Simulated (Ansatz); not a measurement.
# Dielectric response of NaCl (110) films, part 2 of 5

How well do thin rocksalt NaCl (110) films screen a perpendicular field?

Ansatz 0.2.0; plane-wave DFT, PBE, Ansatz PAW (the session's first sound run).

So far. Step 2 (Relaxation, 10 atoms, units 5): The gap is 4.25 eV, with the valence edge 6.22 eV and the conduction edge 1.97 eV under the upper vacuum level. Step 3 (The relaxed film, single point, 10 atoms, units 5): The gap is 4.25 eV, with the valence edge 6.22 eV and the conduction edge 1.97 eV under the upper vacuum level.

### 4. Atoms held, 10 atoms, units 5, field 0.05 V/Å

A sawtooth potential applies the field, turning back in the middle of the vacuum. With the dipole correction the typed value is the field outside the slab. The induced dipole is small, so the SCF threshold is tight.

Contents of input.yaml:

```yaml
crystal:
  lattice:
    - [3.98808225, 0.0, 0.0]
    - [0.0, 5.64, 0.0]
    - [0.0, 0.0, 25.9761644918]
  atoms:
    - { symbol: Na, position: [0.5, 0.5, 0.3510866118] }
    - { symbol: Cl, position: [0.5, 0.0, 0.3438749363] }
    - { symbol: Na, position: [0.0, 0.0, 0.4186986309] }
    - { symbol: Cl, position: [0.0, 0.5, 0.4220670975] }
    - { symbol: Na, position: [0.5, 0.5, 0.5000000004] }
    - { symbol: Cl, position: [0.5, 0.0, 0.4999999998] }
    - { symbol: Na, position: [0.0, 0.0, 0.5813013693] }
    - { symbol: Cl, position: [0.0, 0.5, 0.5779329025] }
    - { symbol: Na, position: [0.5, 0.5, 0.6489133887] }
    - { symbol: Cl, position: [0.5, 0.0, 0.6561250628] }
kpoints:
  mp_grid: { grid: [8, 6, 1] }
hamiltonian:
  xc: pbe
scf:
  occupations: { method: fixed }
  convergence: { dr2_threshold: 1.0e-10 }
efield:
  axis: 3
  dipole_correction: true
  ramp_position: 0.97
  ramp_width: 0.06
  amplitude: 0.05
output:
  write_potential: true
  write_density: true
  volumetric_format: npy
```

On the command line:

```sh
$ ansatz run input.yaml --threads 4 --pin off --max-ram 8192MiB --backend cpu --events-out ev --progress --plain --runs-dir out
```

Numbers of over 12 decimals in the logs are rounded to 6 here.

The program printed:

```text
[...]
Crystal: 10 atoms, lattice volume = 584.276 Å³
Basis set: ecut = 420 eV, 11485 PW (Γ)
Bands: 50, of which v1, the nominal top of the filled ones, is band 40 counted from 1 (39 counted from 0)
Symmetry: 4 space group operations
k-points: 20 of 48
[...]
SCF iter   1: F=—  HF=-12848.590573 eV  |F-HF|=—  |Δ(HF+E_count)|=         —  Δρ=1.86e-2  dr2=5.10e0  ethr=3.10e-3  p=0.064 e·Å  D=1.99e-2 V/Å  ΔV_dip=-0.52 eV  dr2_dipole=5.06e-4  V_vac-E_F(+/−)=9.75/9.08 eV  ⟨swp⟩=5.3  Hψ=3773  notcnv=0  defer=129
[...]
SCF iter  10: F=-12846.863565 eV  HF=-12846.863565 eV  |F-HF|=2.26e-10  |Δ(HF+E_count)|=   5.98e-9  Δρ=1.32e-7  dr2=6.02e-11  ethr=1.00e-12  p=0.040 e·Å  D=1.25e-2 V/Å  ΔV_dip=-0.32 eV  dr2_dipole=1.93e-14  V_vac-E_F(+/−)=6.55/5.69 eV  ⟨swp⟩=19.1  Hψ=5495  notcnv=0
SCF 1 converged in 10 iterations: F = -12846.863565 eV  dr2 = 6.02e-11
[...]
SCF converged after 10 iterations
[...]
Free energy (F): -12846.863565 eV
[...]
Internal energy: -12846.863565 eV  (E = F + TS)
E sigma→0 (E₀):  -12846.863565 eV
Fermi energy:    -3.109338 eV
Dipole field:    D = 0.012496 V/Å  (p = 0.040348 e·Å, saw-weighted, corrected)
Work function:   not extracted (applied field tilts the vacuum); planar V_es + V_field profile in the machine report
[...]
--- Band table (eV; the first three rows and the last of 20) ---
  k-point 0: bands = [... 36 lower, -3.6852, -3.5767, -3.2705, -3.1093, 1.0315, 1.4028, 2.4983, 2.9717, ... 6 higher]
  k-point 1: bands = [... 36 lower, -3.7015, -3.5723, -3.2772, -3.1156, 1.2742, 1.5901, 2.6044, 3.0809, ... 6 higher]
  k-point 2: bands = [... 36 lower, -3.7266, -3.5677, -3.2902, -3.1278, 1.8226, 2.0776, 2.9393, 3.3891, ... 6 higher]
  k-point 19: bands = [... 36 lower, -3.8511, -3.8457, -3.7138, -3.4946, 3.1409, 3.5131, 3.9085, 4.2917, ... 6 higher]
```

It took 16 s on 4 threads of Intel Xeon Platinum 8259CL at 2.50GHz (Skylake/Cascade Lake), shared host; peak memory 1.3 GiB; 62 s of CPU time.

This step gave:

```
gap on the k-mesh       : 4.141 eV
dipole along the normal : 0.04035 e·Å
```

The dipole is 0.0403 e·Å, and the gap on the mesh 4.141 eV.

### 5. Atoms held, 10 atoms, units 5, field -0.05 V/Å

Edit input.yaml of step 4 so:

```diff
@@ -28,3 +28,3 @@
   ramp_width: 0.06
-  amplitude: 0.05
+  amplitude: -0.05
 output:
```

The program printed:

```text
[...]
Crystal: 10 atoms, lattice volume = 584.276 Å³
Basis set: ecut = 420 eV, 11485 PW (Γ)
Bands: 50, of which v1, the nominal top of the filled ones, is band 40 counted from 1 (39 counted from 0)
Symmetry: 4 space group operations
k-points: 20 of 48
[...]
k-point 0: bands = [... 36 lower, -3.6852, -3.5767, -3.2705, -3.1093, 1.0315, 1.4028, 2.4983, 2.9717, ... 6 higher]
  k-point 1: bands = [... 36 lower, -3.7015, -3.5723, -3.2772, -3.1156, 1.2742, 1.5901, 2.6044, 3.0809, ... 6 higher]
  k-point 2: bands = [... 36 lower, -3.7266, -3.5677, -3.2902, -3.1278, 1.8226, 2.0776, 2.9393, 3.3891, ... 6 higher]
  k-point 19: bands = [... 36 lower, -3.8511, -3.8457, -3.7138, -3.4946, 3.1409, 3.5131, 3.9085, 4.2917, ... 6 higher]
[key lines of the parts left out:]
SCF converged after 10 iterations
Free energy (F): -12846.863565 eV
Fermi energy:    -3.109337 eV
Dipole field:    D = -0.012496 V/Å  (p = -0.040348 e·Å, saw-weighted, corrected)
```

The job ended after 16 s (4 threads; peak memory 1.3 GiB; 61 s of CPU time).

The dipole is -0.0403 e·Å, and the gap on the mesh 4.141 eV.

### 6. Response with the atoms held, 10 atoms, units 5

This step: plane-wave DFT, PBE, Ansatz PAW; response to a field along the normal, atoms held (Ansatz 0.2.0).

The two fields give this film's response with the atoms held: the electronic part.

This step gave:

```yaml
equivalent_conductor_thickness_p_eps_0ae: 6.492 Å
distance_between_the_outer_atoms: 8.111 Å
thickness: 9.970 Å
inner_field_over_outer_field: 0.4020
local_eps_in_the_middle: 2.488
```

Local field over the applied field, running mean. From the potentials at -0.05 and 0.05 V/Å; running mean over 1.994 Å, taken twice. The local field over applied field by z:

```csv
z (Å),local field over applied field
4.5,0.999
5.0,0.996
5.5,0.988
6.0,0.969
6.5,0.927
7.0,0.853
7.5,0.748
8.0,0.625
8.5,0.511
9.0,0.428
9.5,0.385
10.0,0.376
10.5,0.385
11.0,0.396
11.5,0.403
12.0,0.404
12.5,0.402
13.0,0.401
13.5,0.402
14.0,0.404
14.5,0.403
15.0,0.396
15.5,0.384
16.0,0.376
16.5,0.386
17.0,0.431
17.5,0.516
18.0,0.631
18.5,0.753
19.0,0.857
19.5,0.930
20.0,0.970
20.5,0.989
21.0,0.996
21.5,0.999
```

Electrons, planar mean, per unit field. Induced electron density against z:

```csv
z (Å),induced electron density (e/Å³ per V/Å)
4.5,3.7e-6
5.0,1.2e-5
5.5,3.8e-5
6.0,1.1e-4
6.5,3.1e-4
7.0,7.9e-4
7.5,0.00172
8.0,0.00252
8.5,0.00151
9.0,4.4e-4
9.5,-4.5e-4
10.0,-3.6e-4
10.5,7.0e-6
11.0,-1.3e-4
11.5,-3.3e-4
12.0,2.0e-4
12.5,4.0e-4
13.0,-9.7e-6
13.5,-4.2e-4
14.0,-1.6e-4
14.5,3.2e-4
15.0,1.1e-4
15.5,-1.7e-5
16.0,4.1e-4
16.5,3.9e-4
17.0,-4.8e-4
17.5,-0.00158
18.0,-0.00252
18.5,-0.00166
19.0,-7.6e-4
19.5,-3.0e-4
20.0,-1.1e-4
20.5,-3.6e-5
21.0,-1.2e-5
21.5,-3.5e-6
```

By hand: between -0.05 and 0.05 V/Å the dipole changes by 0.08070 e·Å, a slope of 0.8070 e·Å²/V. A perfect conductor of thickness t has p = ε₀AEt, so t = 180.95 × 0.8070 / 22.493 = 6.49 Å (e/ε₀ = 180.95 V·Å, A in Å²).

The induced dipole is that of a conductor 6.49 Å thick.

### 7. Relaxing in the field, 10 atoms, field 0.05 V/Å

This step: plane-wave DFT, PBE, Ansatz PAW (Ansatz 0.2.0).

Now the atoms may follow the field. A weak field makes forces of meV/Å to tens of meV/Å, so the force tolerance is set well below the usual one.

Edit input.yaml of step 5 so:

```diff
@@ -28,3 +28,6 @@
   ramp_width: 0.06
-  amplitude: -0.05
+  amplitude: 0.05
+relax:
+  f_tol: 0.0006
+  max_steps: 70
 output:
```

The program printed:

```text
[...]
Crystal: 10 atoms, lattice volume = 584.276 Å³
Basis set: ecut = 420 eV, 11485 PW (Γ), exchange–correlation on 54×80×360 points (8 copies of the dense FFT grid, shifted against one another)
Bands: 50, of which v1, the nominal top of the filled ones, is band 40 counted from 1 (39 counted from 0)
Symmetry: 4 space group operations
k-points: 20 of 48
[...]
SCF iter   1: F=—  HF=-12848.589994 eV  |F-HF|=—  |Δ(HF+E_count)|=         —  Δρ=1.86e-2  dr2=5.10e0  ethr=3.10e-3  p=0.064 e·Å  D=1.99e-2 V/Å  ΔV_dip=-0.52 eV  dr2_dipole=5.06e-4  V_vac-E_F(+/−)=9.75/9.08 eV  ⟨swp⟩=5.3  Hψ=3773  notcnv=0  defer=129
[...]
SCF iter  10: F=-12846.862828 eV  HF=-12846.862828 eV  |F-HF|=6.55e-10  |Δ(HF+E_count)|=   7.51e-9  Δρ=1.32e-7  dr2=5.95e-11  ethr=1.00e-12  p=0.040 e·Å  D=1.25e-2 V/Å  ΔV_dip=-0.32 eV  dr2_dipole=2.42e-14  V_vac-E_F(+/−)=6.55/5.69 eV  ⟨swp⟩=5.0  Hψ=5207  notcnv=0
SCF 1 converged in 10 iterations: F = -12846.862828 eV  dr2 = 5.95e-11
[...]
relax step   1: F+E_penalty+E_count = -12846.86282781 eV  Δ(F+E_penalty+E_count) = +0.000e0 eV  max|allowed force component| = 2.321e-2 eV/Å  Δτ_max = 0.0000 Å  (10 SCF iters, accepted)
[...]
SCF iter   8: F=-12846.863287 eV  HF=-12846.863287 eV  |F-HF|=1.20e-10  |Δ(HF+E_count)|=  7.35e-10  Δρ=2.94e-8  dr2=3.40e-12  ethr=1.00e-12  p=0.061 e·Å  D=1.90e-2 V/Å  ΔV_dip=-0.49 eV  dr2_dipole=2.50e-13  V_vac-E_F(+/−)=6.52/5.83 eV  ⟨swp⟩=6.0  Hψ=4257  notcnv=0
SCF 2 converged in 8 iterations: F = -12846.863287 eV  dr2 = 3.40e-12
[...]
relax step   2: F+E_penalty+E_count = -12846.86328733 eV  Δ(F+E_penalty+E_count) = -4.595e-4 eV  max|allowed force component| = 3.698e-3 eV/Å  Δτ_max = 0.0099 Å  (8 SCF iters, accepted)
SCF iter   1: F=—  HF=-12846.863275 eV  |F-HF|=—  |Δ(HF+E_count)|=         —  Δρ=3.98e-5  dr2=2.69e-5  ethr=6.72e-7  p=0.061 e·Å  D=1.90e-2 V/Å  ΔV_dip=-0.49 eV  dr2_dipole=8.30e-7  V_vac-E_F(+/−)=6.52/5.83 eV  ⟨swp⟩=2.8  Hψ=1692  notcnv=0  defer=160
[...]
SCF iter   6: F=-12846.863314 eV  HF=-12846.863314 eV  |F-HF|=5.71e-10  |Δ(HF+E_count)|=   5.23e-9  Δρ=7.70e-8  dr2=2.00e-11  ethr=1.00e-12  p=0.060 e·Å  D=1.85e-2 V/Å  ΔV_dip=-0.48 eV  dr2_dipole=2.06e-13  V_vac-E_F(+/−)=6.53/5.82 eV  ⟨swp⟩=5.0  Hψ=4799  notcnv=0
SCF 3 converged in 6 iterations: F = -12846.863314 eV  dr2 = 2.00e-11
relax step   3: F+E_penalty+E_count = -12846.86331428 eV  Δ(F+E_penalty+E_count) = -2.696e-5 eV  max|allowed force component| = 9.107e-4 eV/Å  Δτ_max = 0.0025 Å  (6 SCF iters, accepted)
SCF iter   1: F=—  HF=-12846.863315 eV  |F-HF|=—  |Δ(HF+E_count)|=         —  Δρ=2.96e-6  dr2=1.49e-7  ethr=4.06e-9  p=0.060 e·Å  D=1.85e-2 V/Å  ΔV_dip=-0.48 eV  dr2_dipole=1.01e-8  V_vac-E_F(+/−)=6.53/5.82 eV  ⟨swp⟩=2.0  Hψ=1684  notcnv=0  defer=146
[...]
SCF iter   5: F=-12846.863315 eV  HF=-12846.863315 eV  |F-HF|=1.53e-10  |Δ(HF+E_count)|=  5.09e-10  Δρ=6.40e-8  dr2=1.34e-11  ethr=1.00e-12  p=0.060 e·Å  D=1.85e-2 V/Å  ΔV_dip=-0.48 eV  dr2_dipole=3.14e-13  V_vac-E_F(+/−)=6.53/5.82 eV  ⟨swp⟩=5.6  Hψ=3959  notcnv=0
SCF 4 converged in 5 iterations: F = -12846.863315 eV  dr2 = 1.34e-11
relax step   4: F+E_penalty+E_count = -12846.86331481 eV  Δ(F+E_penalty+E_count) = -5.234e-7 eV  max|allowed force component| = 3.264e-4 eV/Å  Δτ_max = 0.0004 Å  (5 SCF iters, accepted)
NSCF: frozen V_eff on 20 k-points
[...]
SCF converged after 5 iterations
[...]
Free energy (F): -12846.863315 eV
[...]
Internal energy: -12846.863315 eV  (E = F + TS)
E sigma→0 (E₀):  -12846.863315 eV
Fermi energy:    -3.163967 eV
Dipole field:    D = 0.018518 V/Å  (p = 0.059793 e·Å, saw-weighted, corrected)
Work function:   not extracted (applied field tilts the vacuum); planar V_es + V_field profile in the machine report
[...]
--- Forces (eV/Å), atoms counted from 1 ---
  atom   1  Na     0.00000000     0.00000000    -0.00011266
  atom   2  Cl     0.00000000     0.00000000    -0.00017217
  atom   3  Na     0.00000000     0.00000000     0.00032609
  atom   4  Cl     0.00000000     0.00000000     0.00019416
  atom   5  Na     0.00000000     0.00000000    -0.00018809
  atom   6  Cl     0.00000000     0.00000000    -0.00027556
  atom   7  Na     0.00000000     0.00000000     0.00027930
  atom   8  Cl     0.00000000     0.00000000     0.00015960
  atom   9  Na     0.00000000     0.00000000    -0.00008077
  atom  10  Cl     0.00000000     0.00000000    -0.00013259
  max |Σ_I F_I| component: 2.67e-6 eV/Å
--- Band table (eV; the first three rows and the last of 20) ---
  k-point 0: bands = [... 36 lower, -3.6854, -3.5925, -3.2161, -3.1640, 1.0531, 1.3849, 2.5084, 3.0306, ... 6 higher]
  k-point 1: bands = [... 36 lower, -3.7018, -3.5944, -3.2225, -3.1705, 1.3029, 1.5651, 2.6119, 3.1419, ... 6 higher]
  k-point 2: bands = [... 36 lower, -3.6960, -3.6027, -3.2349, -3.1833, 1.8738, 2.0300, 2.9434, 3.4398, ... 6 higher]
  k-point 19: bands = [... 36 lower, -3.8863, -3.8836, -3.6897, -3.5203, 3.1581, 3.4992, 3.9103, 4.3617, ... 6 higher]
--- Relaxed structure (4 steps of the walk, 4 accepted, 0 SCFs on fresh bases) ---
  F+E_penalty+E_count = -12846.86331481 eV   max|allowed force component| = 3.264e-4 eV/Å
  atoms:
    - { symbol: Na, position: [0.5, 0.5, 0.351362] }
    - { symbol: Cl, position: [0.5, 0.0, 0.343576] }
    - { symbol: Na, position: [0.0, 0.0, 0.418698] }
    - { symbol: Cl, position: [0.0, 0.5, 0.422080] }
    - { symbol: Na, position: [0.5, 0.5, 0.500258] }
    - { symbol: Cl, position: [0.5, 0.0, 0.499738] }
    - { symbol: Na, position: [0.0, 0.0, 0.581305] }
    - { symbol: Cl, position: [0.0, 0.5, 0.577950] }
    - { symbol: Na, position: [0.5, 0.5, 0.649198] }
    - { symbol: Cl, position: [0.5, 0.0, 0.655835] }
```

Run time: 36 s. Hardware: 4 threads; peak memory 1.2 GiB.

Step by step:

```csv
step,energy less that of the first step (eV),largest force component (eV/Å)
1,0.0000,0.0232
2,-0.0005,0.0037
3,-0.0005,0.0009
4,-0.0005,0.0003
```

Forces are held to the 4 operations that the run works with; a distortion that breaks them can't arise in this run.

The relaxed structure:

```xyz
10
Lattice="3.9881 0.0000 0.0000 0.0000 5.6400 0.0000 0.0000 0.0000 25.9762" Properties=species:S:1:pos:R:3
Na    1.9940    2.8200    9.1270
Cl    1.9940    0.0000    8.9248
Na    0.0000    0.0000   10.8762
Cl    0.0000    2.8200   10.9640
Na    1.9940    2.8200   12.9948
Cl    1.9940    0.0000   12.9813
Na    0.0000    0.0000   15.1001
Cl    0.0000    2.8200   15.0129
Na    1.9940    2.8200   16.8637
Cl    1.9940    0.0000   17.0361
```

Numbers from this step:

```
gap on the k-mesh       : 4.217 eV
dipole along the normal : 0.05979 e·Å
```

The relaxation took 4 steps and lowered the energy by 4.9e-4 eV; the largest force on the free atoms ends at 3.3e-4 eV/Å.

The dipole is 0.0598 e·Å, and the gap on the mesh 4.217 eV.

### 8. Relaxing in the field, 10 atoms, field -0.05 V/Å

The opposite sign, again from the field-free geometry; the difference of the two cancels what relaxes without a field.

Edit input.yaml of step 7 so:

```diff
@@ -28,3 +28,3 @@
   ramp_width: 0.06
-  amplitude: 0.05
+  amplitude: -0.05
 relax:
```

The program printed:

```text
[...]
Crystal: 10 atoms, lattice volume = 584.276 Å³
Basis set: ecut = 420 eV, 11485 PW (Γ), exchange–correlation on 54×80×360 points (8 copies of the dense FFT grid, shifted against one another)
Bands: 50, of which v1, the nominal top of the filled ones, is band 40 counted from 1 (39 counted from 0)
Symmetry: 4 space group operations
k-points: 20 of 48
[...]
- { symbol: Cl, position: [0.5, 0.0, 0.344165] }
    - { symbol: Na, position: [0.0, 0.0, 0.418695] }
    - { symbol: Cl, position: [0.0, 0.5, 0.422050] }
    - { symbol: Na, position: [0.5, 0.5, 0.499742] }
    - { symbol: Cl, position: [0.5, 0.0, 0.500262] }
    - { symbol: Na, position: [0.0, 0.0, 0.581302] }
    - { symbol: Cl, position: [0.0, 0.5, 0.577920] }
    - { symbol: Na, position: [0.5, 0.5, 0.648638] }
    - { symbol: Cl, position: [0.5, 0.0, 0.656424] }
[key lines of the parts left out:]
SCF converged after 5 iterations
Free energy (F): -12846.863315 eV
Fermi energy:    -3.163967 eV
Dipole field:    D = -0.018518 V/Å  (p = -0.059793 e·Å, saw-weighted, corrected)
```

Wall time 36 s (4 threads); peak memory 1.2 GiB.

The steps of the relaxation:

```csv
step,energy less that of the first step (eV),largest force component (eV/Å)
1,0.0000,0.0232
2,-0.0005,0.0037
3,-0.0005,0.0009
4,-0.0005,0.0003
```

Forces are held to the 4 operations that the run works with; a distortion that breaks them can't arise in this run.

The relaxed structure:

```cif
data_structure
_symmetry_space_group_name_H-M 'P 1'
_symmetry_Int_Tables_number 1
_cell_length_a 3.9881
_cell_length_b 5.6400
_cell_length_c 25.9762
_cell_angle_alpha 90.000
_cell_angle_beta 90.000
_cell_angle_gamma 90.000
_cell_volume 584.28
loop_
_atom_site_label
_atom_site_type_symbol
_atom_site_fract_x
_atom_site_fract_y
_atom_site_fract_z
_atom_site_occupancy
Na1 Na 0.50000 0.50000 0.35080 1
Cl2 Cl 0.50000 0.00000 0.34416 1
Na3 Na 0.00000 0.00000 0.41870 1
Cl4 Cl 0.00000 0.50000 0.42205 1
Na5 Na 0.50000 0.50000 0.49974 1
Cl6 Cl 0.50000 0.00000 0.50026 1
Na7 Na 0.00000 0.00000 0.58130 1
Cl8 Cl 0.00000 0.50000 0.57792 1
Na9 Na 0.50000 0.50000 0.64864 1
Cl10 Cl 0.50000 0.00000 0.65642 1
```

The relaxation took 4 steps and lowered the energy by 4.9e-4 eV; the largest force on the free atoms ends at 3.3e-4 eV/Å.

The dipole is -0.0598 e·Å, and the gap on the mesh 4.217 eV.

### 9. Response with the atoms relaxed, 10 atoms, units 5

This step: plane-wave DFT, PBE, Ansatz PAW; response to a field along the normal, atoms relaxed (Ansatz 0.2.0).

The two relaxed runs give the static response.

Numbers from this step:

- equivalent conductor thickness p/(ε₀AE): 9.620 Å
- inner field over outer field: 0.1867
- local ε in the middle: 5.356

Local field over the applied field, running mean. From the potentials at -0.05 and 0.05 V/Å; running mean over 1.994 Å, taken twice. Table of local field over applied field by z:

```csv
z (Å),local field over applied field
4.5,0.998
5.0,0.995
5.5,0.982
6.0,0.933
6.5,0.787
7.0,0.691
7.5,0.556
8.0,0.396
8.5,0.362
9.0,0.187
9.5,0.0788
10.0,0.0832
10.5,0.0483
11.0,0.133
11.5,0.167
12.0,0.178
12.5,0.201
13.0,0.168
13.5,0.201
14.0,0.179
14.5,0.166
15.0,0.129
15.5,0.0494
16.0,0.0830
16.5,0.0804
17.0,0.197
17.5,0.363
18.0,0.401
18.5,0.564
19.0,0.695
19.5,0.794
20.0,0.937
20.5,0.983
21.0,0.995
21.5,0.999
```

The induced dipole is that of a conductor 9.62 Å thick.

[end of part 2 of 5]

[Logs are printed without paths, hosts, clocks, repeated set-up lines and the standing remarks that a program may print on its own settings, such as how far it seeks lower states.]

[Hosts, paths, dates, database ids (printed as entryN), source tags and the programs' standing remarks are cut or masked in the printed files.]

[Maps of the electrostatic potential energy from Ansatz leave out the sawtooth potential of an applied field or a dipole correction, so their vacuum need not be flat; planar profiles and work functions include it.]
